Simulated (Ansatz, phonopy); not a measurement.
# GaCo (Pm-3m) at temperature and pressure, part 2 of 3

How does compression alter the response of GaCo to heat?

Ansatz 0.2.0; DFT PBE, scalar-relativistic, plane waves, PAW.

So far. Step 2 (Probe on a coarse mesh): The start is under 0.91 GPa at this level and looks like a metal on this mesh.

**4. Relaxing to small residual forces and stress**

The thresholds are tightened for a last relaxation ahead of the phonons, and where mesh or smearing change with them the cell follows.

input.yaml

```yaml
crystal:
  lattice:
    - [2.8817618887, 0.0, 0.0]
    - [0.0, 2.8817618887, 0.0]
    - [0.0, 0.0, 2.8817618887]
  atoms:
    - { symbol: Ga, position: [0.5, 0.5, 0.5], spin: -0.01 }
    - { symbol: Co, position: [0.0, 0.0, 0.0], spin: 0.18 }
kpoints:
  mp_grid: { grid: [16, 16, 16] }
hamiltonian:
  xc: pbe
scf:
  occupations: { method: gaussian, width: 0.15 }
  lower_state_search: "off"
output:
  forces: true
  stress: true
  eigenvalues: true
  populations: true
magnetization:
  spin_polarized: true
relax:
  adjacent_minimum: "off"
  f_tol: 0.001
  max_steps: 60
  cell: { stress_tol: 0.01 }
```

Run with:

```console
ansatz run input.yaml --threads 8 --pin off --max-ram 16384MiB --backend cpu --events-out ev --progress --plain --runs-dir out
```

Numbers of over 12 decimals in the logs are rounded to 6 here.

Output:

```text
[...]
Crystal: 2 atoms, lattice volume = 23.932 Å³
Basis set: ecut = 420 eV, 461 PW (Γ), exchange–correlation on 40×40×40 points (8 copies of the dense FFT grid, shifted against one another)
Bands: 20, of which v1, the nominal top of the filled ones, is band 15 counted from 1 (14 counted from 0)
Symmetry: 48 space group operations
[...]
cell:  # Å, volume = 23.9330 Å³
    - [2.881814, 0, 0.0]
    - [0, 2.881814, 0]
    - [0.0, 0, 2.881814]
  atoms:
    - { symbol: Ga, position: [0.5, 0.5, 0.5] }
    - { symbol: Co, position: [0.0, 0, 0] }
--- Löwdin populations: 2 sites ---
  site symbol       q [e]    m [muB]
     0     Ga     13.3877    -0.0047
     1     Co     16.4852     0.0640
  spilling = 0.004237 (of n_electrons = 30.000000)
[key lines of the parts left out:]
SCF converged after 10 iterations
Magnetization: 0.0573 μB (15.0287 up, 14.9713 down)
Free energy (F): -8909.689223 eV
Fermi energy:    16.825983 eV
P = ⅓ Tr σ = 0.0053 GPa (0.053 kbar)
```

The job ended after 6.5 s (8 threads of Arm Neoverse V1, shared host; peak memory 0.48 GiB; 46 s of CPU time).

Little changed from the start: no atom moved by 0.005 Å and no cell edge by 0.1 %.

This step gave:

```
magnetization          : 0.05730 μB
absolute magnetization : 0.07371 μB
site moments           : -0.002363, 0.06521 μB
pressure               : 0.005319 GPa
```

The residual pressure is 0.0053 GPa, small enough for phonons.

**5. Relaxation under pressure, pressure 2 GPa**

The study at pressure needs a start near its own equilibrium, so the cell is first relaxed to that pressure.

input.yaml, the sections that differ from step 4:

```yaml
crystal:
  lattice:
    - [2.8818136283, 0.0, 0.0]
    - [0.0, 2.8818136283, 0.0]
    - [0.0, 0.0, 2.8818136283]
  atoms:
    - { symbol: Ga, position: [0.5, 0.5, 0.5] }
    - { symbol: Co, position: [0.0, 0.0, 0.0], spin: 0.13 }
relax:
  adjacent_minimum: "off"
  f_tol: 0.001
  max_steps: 60
  cell: { stress_tol: 0.05, p_target: 2.0 }
# kpoints, hamiltonian, scf, output, magnetization: as in step 4
```

Output:

```text
[...]
Crystal: 2 atoms, lattice volume = 23.933 Å³
Basis set: ecut = 420 eV, 461 PW (Γ), exchange–correlation on 40×40×40 points (8 copies of the dense FFT grid, shifted against one another)
Bands: 20, of which v1, the nominal top of the filled ones, is band 15 counted from 1 (14 counted from 0)
Symmetry: 48 space group operations
[...]
cell:  # Å, volume = 23.6670 Å³
    - [2.871097, 0, 0]
    - [0, 2.871097, 0]
    - [0, 0, 2.871097]
  atoms:
    - { symbol: Ga, position: [0.5, 0.5, 0.5] }
    - { symbol: Co, position: [0, 0, 0] }
--- Löwdin populations: 2 sites ---
  site symbol       q [e]    m [muB]
     0     Ga     13.3847    -0.0007
     1     Co     16.4882     0.0103
  spilling = 0.004237 (of n_electrons = 30.000000)
[key lines of the parts left out:]
SCF converged after 14 iterations
Magnetization: 0.0093 μB (15.0046 up, 14.9954 down)
Free energy (F): -8909.687580 eV
Fermi energy:    17.063641 eV
P = ⅓ Tr σ = 2.0122 GPa (20.122 kbar)
```

Wall time 12 s (8 threads); peak memory 0.48 GiB; 83 s of CPU time.

The steps of the relaxation:

| step | energy less that of the first step (eV) | largest force component (eV/Å) | pressure (GPa) | volume (Å³) |
| --- | --- | --- | --- | --- |
| 1 | 0.0000 | 0.0000 | 0.01 | 23.93 |
| 2 | 0.0006 | 0.0000 | 1.32 | 23.76 |
| 3 | 0.0015 | 0.0000 | 2.01 | 23.67 |
| 4* | 0.0016 | 0.0000 | 2.01 | 23.67 |

Relaxation steps marked * repeat the geometry before them on a plane-wave basis chosen anew for their cell, so energy and pressure can jump there.

Forces are held to the 48 operations that the run works with; a distortion that breaks them can't arise in this run.

| conventional cell, symmetrised | before | after | change |
| --- | --- | --- | --- |
| a (Å) | 2.882 | 2.871 | -0.4 % |
| b (Å) | 2.882 | 2.871 | -0.4 % |
| c (Å) | 2.882 | 2.871 | -0.4 % |
| volume (Å³/atom) | 11.97 | 11.83 | -1.1 % |

The relaxed structure:

```xyz
2
Lattice="2.8711 0.0000 0.0000 0.0000 2.8711 0.0000 0.0000 0.0000 2.8711" Properties=species:S:1:pos:R:3 pbc="T T T"
Ga    1.4355    1.4355    1.4355
Co    0.0000    0.0000    0.0000
```

Numbers from this step:

```
magnetization          : 0.009292 μB
absolute magnetization : 0.01186 μB
site moments           : -3.68e-4, 0.01053 μB
pressure               : 2.012 GPa
volume per atom        : 11.83 Å³/atom
```

The starting moments have collapsed: the run ends non-magnetic.

**6. Phonons on strained cells, pressure 2 GPa**

The study relaxes the crystal at several strains, solves the phonons on some of them and minimises the free energy at each temperature (static energy, vibrations, the electrons in a metal, and PV under a set pressure); the q-mesh sets how far the force constants reach.

input.yaml, the sections that differ from step 5:

```yaml
crystal:
  lattice:
    - [2.8710972119, 0.0, 0.0]
    - [0.0, 2.8710972119, 0.0]
    - [0.0, 0.0, 2.8710972119]
  atoms:
    - { symbol: Ga, position: [0.5, 0.5, 0.5] }
    - { symbol: Co, position: [0.0, 0.0, 0.0] }
output:
  eigenvalues: true
phonons:
  method: dfpt
  qmesh: [4, 4, 4]
  temperatures: { t_max: 530.0, t_step: 50 }
  thermal_expansion: { pressure: 2.0 }
# kpoints, hamiltonian, scf: as in step 5
# magnetization: removed
# relax: removed
```

Output:

```text
[...]
Crystal: 2 atoms, lattice volume = 23.667 Å³
Basis set: ecut = 487.2 eV, 587 PW (Γ), exchange–correlation on 48×48×48 points (8 copies of the dense FFT grid, shifted against one another)
Bands: 19, of which v1, the nominal top of the filled ones, is band 15 counted from 1 (14 counted from 0)
Symmetry: 48 space group operations
[...]
k-points: 165 of 4096
[...]
SCF iter   1: F=—  HF=-8909.691485 eV  |F-HF|=—  |Δ(HF+E_count)|=         —  Δρ=3.33e-3  dr2=1.19e-3  ethr=1.77e-3  ⟨swp⟩=4.9  Hψ=13075  notcnv=0
[...]
SCF iter   7: F=-8909.691369 eV  HF=-8909.691369 eV  |F-HF|=1.46e-11  |Δ(HF+E_count)|=   1.46e-9  Δρ=2.53e-7  dr2=1.13e-11  ethr=1.00e-12  ⟨swp⟩=5.2  Hψ=18726  notcnv=0
SCF 1 converged in 7 iterations: F = -8909.691369 eV  dr2 = 1.13e-11
[...]
relax step   1: F+E_penalty+E_count = -8909.69136931 eV  Δ(F+E_penalty+E_count) = +0.000e0 eV  max|allowed force component| = 1.512e-29 eV/Å  Δτ_max = 0.0000 Å  (7 SCF iters, accepted)
SCF converged after 7 iterations
Free energy (F): -8909.691369 eV
[...]
Internal energy: -8909.677128 eV  (E = F + TS)
E sigma→0 (E₀):  -8909.684249 eV
Entropy (-TS):   -0.014241 eV (-7.121 meV/atom)
Fermi energy:    17.061994 eV
[...]
--- Stress (GPa, compression-positive) ---
        1.997879       0.000000       0.000000
        0.000000       1.997879       0.000000
        0.000000       0.000000       1.997879
  P = ⅓ Tr σ = 1.9979 GPa (19.979 kbar)
--- Band table (eV; the first three rows and the last of 165) ---
  k-point 0: bands = [... 11 lower, 14.4791, 16.3237, 16.3237, 16.3237, 22.2588, 22.2588, 22.2588, 28.0845]
  k-point 1: bands = [... 11 lower, 14.4874, 16.2721, 16.2721, 16.3239, 21.6694, 22.3918, 22.3918, 28.0969]
  k-point 2: bands = [... 11 lower, 14.5112, 16.1333, 16.1333, 16.3245, 20.4205, 22.7751, 22.7751, 28.1343]
  k-point 164: bands = [... 11 lower, 12.9169, 16.8629, 16.8629, 17.7550, 20.8804, 20.8804, 20.8804, 21.8809]
── thermal expansion: 3 new cells, 3 in all ──
thermal expansion: relaxation of cell 2
thermal expansion: relaxation of cell 3
── thermal expansion: 2 new cells, 5 in all ──
thermal expansion: relaxation of cell 4
thermal expansion: electrons of cell 4
thermal expansion: phonons of cell 4
WARN: thermal expansion, phonons of cell 4: eigensolver did not converge (k=83): 1 band(s) unlocked after 20 sweeps at ethr=1.00e-12 eV (lowest unlocked band 18, counted from 0; max residual 1.38e-5 eV among the unlocked bands, 1.38e-5 eV over every band)
thermal expansion: relaxation of cell 5
thermal expansion: electrons of cell 1
thermal expansion: electrons of cell 2
thermal expansion: electrons of cell 3
thermal expansion: electrons of cell 5
thermal expansion: phonons of cell 5
[...]
── thermal expansion: 6 new cells, 11 in all ──
thermal expansion: relaxation of cell 6
thermal expansion: relaxation of cell 7
thermal expansion: relaxation of cell 8
thermal expansion: relaxation of cell 9
thermal expansion: relaxation of cell 10
thermal expansion: relaxation of cell 11
thermal expansion: electrons of cell 6
thermal expansion: electrons of cell 7
thermal expansion: electrons of cell 8
thermal expansion: electrons of cell 9
thermal expansion: electrons of cell 10
thermal expansion: electrons of cell 11
thermal expansion: phonons of cell 6
[...]
thermal expansion: phonons of cell 7
[...]
thermal expansion: phonons of cell 8
[...]
WARN: thermal expansion: eigensolver_not_converged in the phonons of 5 cells: 4, 5, 6, 7, 8
--- Relaxed structure (1 steps of the walk, 1 accepted, 0 SCFs on fresh bases) ---
  F+E_penalty+E_count = -8909.69136931 eV   max|allowed force component| = 1.512e-29 eV/Å
  atoms:
    - { symbol: Ga, position: [0.5, 0.5, 0.5] }
    - { symbol: Co, position: [0.0, 0.0, 0.0] }
--- Thermal expansion: 11 cells in 3 rounds, 2 GPa ---
  no lower state was looked for at cell 4: scf.lower_state_search: off
  without vibrations: a 2.87062, b 2.87062, c 2.87062 Å, V 23.6553 Å³, B 186.53 GPa
  at 0 K: a 2.87588, b 2.87588, c 2.87588 Å, V 23.7854 Å³, B 183.13 GPa
  zero-point expansion: a +0.183, b +0.183, c +0.183, V +0.550 %
      T/K        a/Å        b/Å        c/Å       V/Å³ | expansion of a, b, c, V (1e-6/K)   | that of V in the mean from 25 °C | C_P, C_V (J/mol K of the cell) | B_T, B_S (GPa)
     0.00    2.87588    2.87588    2.87588    23.7854 |    0.00    0.00    0.00    0.00 |   26.62 |     0.000     0.000 |   183.13   183.13
    50.00    2.87597    2.87597    2.87597    23.7877 |    2.53    2.53    2.53    7.59 |   31.60 |     9.786     9.778 |   182.92   183.06
   100.00    2.87675    2.87675    2.87675    23.8071 |    7.93    7.93    7.93   23.80 |   35.49 |    29.350    29.203 |   181.59   182.51
   150.00    2.87812    2.87812    2.87812    23.8412 |   10.81   10.81   10.81   32.42 |   37.87 |    39.347    38.940 |   179.68   181.56
   200.00    2.87980    2.87980    2.87980    23.8828 |   12.32   12.32   12.32   36.95 |   39.47 |    44.332    43.634 |   177.58   180.42
   250.00    2.88164    2.88164    2.88164    23.9288 |   13.24   13.24   13.24   39.72 |   40.66 |    47.167    46.170 |   175.38   179.16
   298.15    2.88353    2.88353    2.88353    23.9757 |   13.87   13.87   13.87   41.60 |       - |    48.933    47.643 |   173.20   177.89
   300.00    2.88360    2.88360    2.88360    23.9776 |   13.89   13.89   13.89   41.66 |   41.63 |    48.990    47.688 |   173.11   177.84
   350.00    2.88564    2.88564    2.88564    24.0285 |   14.40   14.40   14.40   43.19 |   42.47 |    50.288    48.675 |   170.79   176.46
   400.00    2.88775    2.88775    2.88775    24.0813 |   14.83   14.83   14.83   44.50 |   43.22 |    51.296    49.361 |   168.43   175.03
   450.00    2.88992    2.88992    2.88992    24.1356 |   15.23   15.23   15.23   45.69 |   43.92 |    52.134    49.867 |   166.02   173.56
   500.00    2.89215    2.89215    2.89215    24.1915 |   15.61   15.61   15.61   46.83 |   44.59 |    52.871    50.259 |   163.56   172.06
  the static fit leaves 0.001 meV an atom of the energies and, of the stresses, 0.000 GPa of each cell's largest along a strain (root mean squares over the cells), whose Pulay part it has at -0.090 GPa
  vibrations' free energy: its fit leaves 0.0000 meV an atom at the most
  the electrons' free energy at temperature is in it; its fit leaves 0.0000 meV an atom at the most
  free energies summed between the sampled wave vectors
  estimated error of the fitted expansion in any direction: up to 0.025e-6/K, at 500 K (an estimate, not a bound: it was exceeded on models of known expansion)
  by sums over the sampled wave vectors an expansion of the volume parts by up to 0.32e-6/K
  by a static energy of one degree less an expansion of the volume parts by up to 0.03e-6/K
  eigensolver_not_converged in the phonons of 5 cells: 4, 5, 6, 7, 8
```

Elapsed: 40 min, on 8 threads; peak memory 3.6 GiB; 5 h of CPU time.

Numbers from this step:

```yaml
pressure: 1.998 GPa
volume_expansion_coefficient_at_298_k: 41.60 1e-6/K
c_p_at_298_k: 24.47 J/mol-atom/K
entropy_at_298_k: 30.77 J/mol-atom/K
isothermal_bulk_modulus_at_298_k: 173.2 GPa
grueneisen_parameter_at_298_k: 2.183
volume_at_298_k: 11.99 Å³/atom
principal_linear_expansion_coefficients_at_298_k: 13.87, 13.87, 13.87 1e-6/K
```

Strained cells of the study; zero-point energy where phonons were solved; the pressures are stresses at a fixed cutoff and can carry an offset from the finite basis. Expansion cells, by row:

| cell | \|a\| (Å) | \|b\| (Å) | \|c\| (Å) | V (Å³/atom) | E - E_lowest (meV/atom) | pressure, compression positive (GPa) | gap (eV) | zero-point energy (meV/atom) |
| --- | --- | --- | --- | --- | --- | --- | --- | --- |
| 1 | 2.871 | 2.871 | 2.871 | 11.83 | 0.803 | 1.909 | - | - |
| 2 | 2.894 | 2.894 | 2.894 | 12.12 | 1.076 | -2.294 | - | - |
| 3 | 2.848 | 2.848 | 2.848 | 11.55 | 8.302 | 6.608 | - | - |
| 4 | 2.871 | 2.871 | 2.871 | 11.84 | 0.767 | 1.862 | - | 34.57 |
| 5 | 2.886 | 2.886 | 2.886 | 12.01 | 0.108 | -0.821 | - | 33.45 |
| 6 | 2.881 | 2.881 | 2.881 | 11.95 | 0 | 0.08 | - | 33.84 |
| 7 | 2.89 | 2.89 | 2.89 | 12.07 | 0.509 | -1.622 | - | 33.1 |
| 8 | 2.9 | 2.9 | 2.9 | 12.19 | 2.258 | -3.245 | - | 32.37 |
| 9 | 2.843 | 2.843 | 2.843 | 11.49 | 11.33 | 7.822 | - | - |
| 10 | 2.857 | 2.857 | 2.857 | 11.66 | 4.468 | 4.74 | - | - |
| 11 | 2.914 | 2.914 | 2.914 | 12.37 | 7.144 | -5.54 | - | - |

Quasi-harmonic; a, b, c are the run's own cell vectors. Expansion, by row:

| T (K) | a (Å) | b (Å) | c (Å) | alpha (deg) | beta (deg) | gamma (deg) | cell volume (Å³/cell) | alpha_a (1e-6/K) | alpha_b (1e-6/K) | alpha_c (1e-6/K) | alpha_V (1e-6/K) | C_P (J/mol-atom/K) | C_V (J/mol-atom/K) | S (J/mol-atom/K) | B_T (GPa) | B_S (GPa) | Grueneisen | extrapolation | fit error (1e-6/K) |
| --- | --- | --- | --- | --- | --- | --- | --- | --- | --- | --- | --- | --- | --- | --- | --- | --- | --- | --- | --- |
| 0 | 2.876 | 2.876 | 2.876 | 90 | 90 | 90 | 23.79 | 0 | 0 | 0 | 0 | 0 | 0 | 0 | 183.1 | 183.1 | - | 0 | 0 |
| 50 | 2.876 | 2.876 | 2.876 | 90 | 90 | 90 | 23.79 | 2.53 | 2.53 | 2.53 | 7.59 | 4.893 | 4.889 | 1.704 | 182.9 | 183.1 | 2.033 | 0 | 0 |
| 100 | 2.877 | 2.877 | 2.877 | 90 | 90 | 90 | 23.81 | 7.93 | 7.93 | 7.93 | 23.8 | 14.68 | 14.6 | 8.363 | 181.6 | 182.5 | 2.122 | 0 | 0 |
| 150 | 2.878 | 2.878 | 2.878 | 90 | 90 | 90 | 23.84 | 10.81 | 10.81 | 10.81 | 32.42 | 19.67 | 19.47 | 15.38 | 179.7 | 181.6 | 2.148 | 0 | 0.01 |
| 200 | 2.88 | 2.88 | 2.88 | 90 | 90 | 90 | 23.88 | 12.32 | 12.32 | 12.32 | 36.95 | 22.17 | 21.82 | 21.42 | 177.6 | 180.4 | 2.163 | 0 | 0.01 |
| 250 | 2.882 | 2.882 | 2.882 | 90 | 90 | 90 | 23.93 | 13.24 | 13.24 | 13.24 | 39.72 | 23.58 | 23.09 | 26.53 | 175.4 | 179.2 | 2.174 | 0 | 0.01 |
| 298.1 | 2.884 | 2.884 | 2.884 | 90 | 90 | 90 | 23.98 | 13.87 | 13.87 | 13.87 | 41.6 | 24.47 | 23.82 | 30.77 | 173.2 | 177.9 | 2.183 | 0 | 0.01 |
| 300 | 2.884 | 2.884 | 2.884 | 90 | 90 | 90 | 23.98 | 13.89 | 13.89 | 13.89 | 41.66 | 24.5 | 23.84 | 30.92 | 173.1 | 177.8 | 2.184 | 0 | 0.01 |
| 350 | 2.886 | 2.886 | 2.886 | 90 | 90 | 90 | 24.03 | 14.4 | 14.4 | 14.4 | 43.19 | 25.14 | 24.34 | 34.75 | 170.8 | 176.5 | 2.193 | 0 | 0.01 |
| 400 | 2.888 | 2.888 | 2.888 | 90 | 90 | 90 | 24.08 | 14.83 | 14.83 | 14.83 | 44.5 | 25.65 | 24.68 | 38.14 | 168.4 | 175 | 2.202 | 0 | 0.01 |
| 450 | 2.89 | 2.89 | 2.89 | 90 | 90 | 90 | 24.14 | 15.23 | 15.23 | 15.23 | 45.69 | 26.07 | 24.93 | 41.18 | 166 | 173.6 | 2.211 | 0 | 0.01 |
| 500 | 2.892 | 2.892 | 2.892 | 90 | 90 | 90 | 24.19 | 15.61 | 15.61 | 15.61 | 46.83 | 26.44 | 25.13 | 43.95 | 163.6 | 172.1 | 2.22 | 0 | 0.02 |

Expansion coefficient against temperature; values in 1e-6/K:

| temperature (K) | volume | principal 1 |
| --- | --- | --- |
| 0 | 0 | 0 |
| 50 | 7.59 | 2.53 |
| 100 | 23.8 | 7.93 |
| 150 | 32.4 | 10.8 |
| 200 | 37.0 | 12.3 |
| 250 | 39.7 | 13.2 |
| 298 | 41.6 | 13.9 |
| 300 | 41.7 | 13.9 |
| 350 | 43.2 | 14.4 |
| 400 | 44.5 | 14.8 |
| 450 | 45.7 | 15.2 |
| 500 | 46.8 | 15.6 |

At 298 K the volume expansion is 41.6 × 10⁻⁶/K and B_T is 173 GPa. The program raised the cutoff to 487.2 eV by itself: with no cutoff typed, the study takes about 1.16 times the default for its relaxations and scales it with the volume for the phonons.

**7. Free-energy fit**

This step: DFT PBE, scalar-relativistic, plane waves, PAW (phonopy 4.10.0).

Numbers from this step:

```yaml
volume_expansion_coefficient_at_300_k: 41.59 1e-6/K
isothermal_bulk_modulus_at_300_k: 173.1 GPa
c_p_at_300_k: 24.57 J/mol-atom/K
grueneisen_parameter_at_300_k: 2.227
```

Table of energy (each curve on its own zero) by volume; values in meV/atom:

| volume (Å³/atom) | static | F at 0 K | F at 300 K | F at 500 K |
| --- | --- | --- | --- | --- |
| 11.836 | 0.77 | 1.77 | 3.36 | 5 |
| 11.953 | 0 | 0.34 | 0.89 | 1.45 |
| 12.015 | 0.11 | 0.09 | 0.09 | 0.08 |
| 12.071 | 0.51 | 0.18 | -0.34 | -0.87 |
| 12.190 | 2.26 | 1.26 | -0.36 | -2.02 |

At 2 GPa: the fit is of F + PV, and the F(V) shown holds no PV. Qha vinet, by row:

| T (K) | fitted volume (Å³/atom) | alpha_V (1e-6/K) | B_T (GPa) | C_P (J/mol-atom/K) | Grueneisen |
| --- | --- | --- | --- | --- | --- |
| 100 | 11.9 | 22.45 | 181.7 | 14.2 | 2.02 |
| 150 | 11.92 | 31.75 | 179.7 | 19.64 | 2.128 |
| 200 | 11.94 | 36.66 | 177.6 | 22.23 | 2.179 |
| 250 | 11.96 | 39.58 | 175.4 | 23.66 | 2.207 |
| 300 | 11.99 | 41.59 | 173.1 | 24.57 | 2.227 |
| 350 | 12.01 | 43.16 | 170.8 | 25.2 | 2.244 |
| 400 | 12.04 | 44.49 | 168.4 | 25.7 | 2.26 |
| 450 | 12.07 | 45.7 | 166 | 26.11 | 2.275 |

Volume expansion coefficient against temperature; values in 1e-6/K:

| temperature (K) | phonopy-qha, Vinet | Ansatz's own study |
| --- | --- | --- |
| 100 | 22.4 | 23.8 |
| 150 | 31.8 | 32.4 |
| 200 | 36.7 | 37.0 |
| 250 | 39.6 | 39.7 |
| 300 | 41.6 | 41.7 |
| 350 | 43.2 | 43.2 |
| 400 | 44.5 | 44.5 |
| 450 | 45.7 | 45.7 |

The fit gives a volume expansion of 41.6 × 10⁻⁶/K at 300 K, against 41.6 at 298 K from the study itself, whose static fit uses more cells.

(Continued in part 3 of 3.)

[Logs are printed without paths, hosts, clocks, repeated set-up lines and the standing remarks that a program may print on its own settings, such as how far it seeks lower states.]

[Hosts, paths, dates, database ids (printed as entryN), source tags and the programs' standing remarks are cut or masked in the printed files.]

[A step with changed settings may run another functional than the one named; its input shows which.]
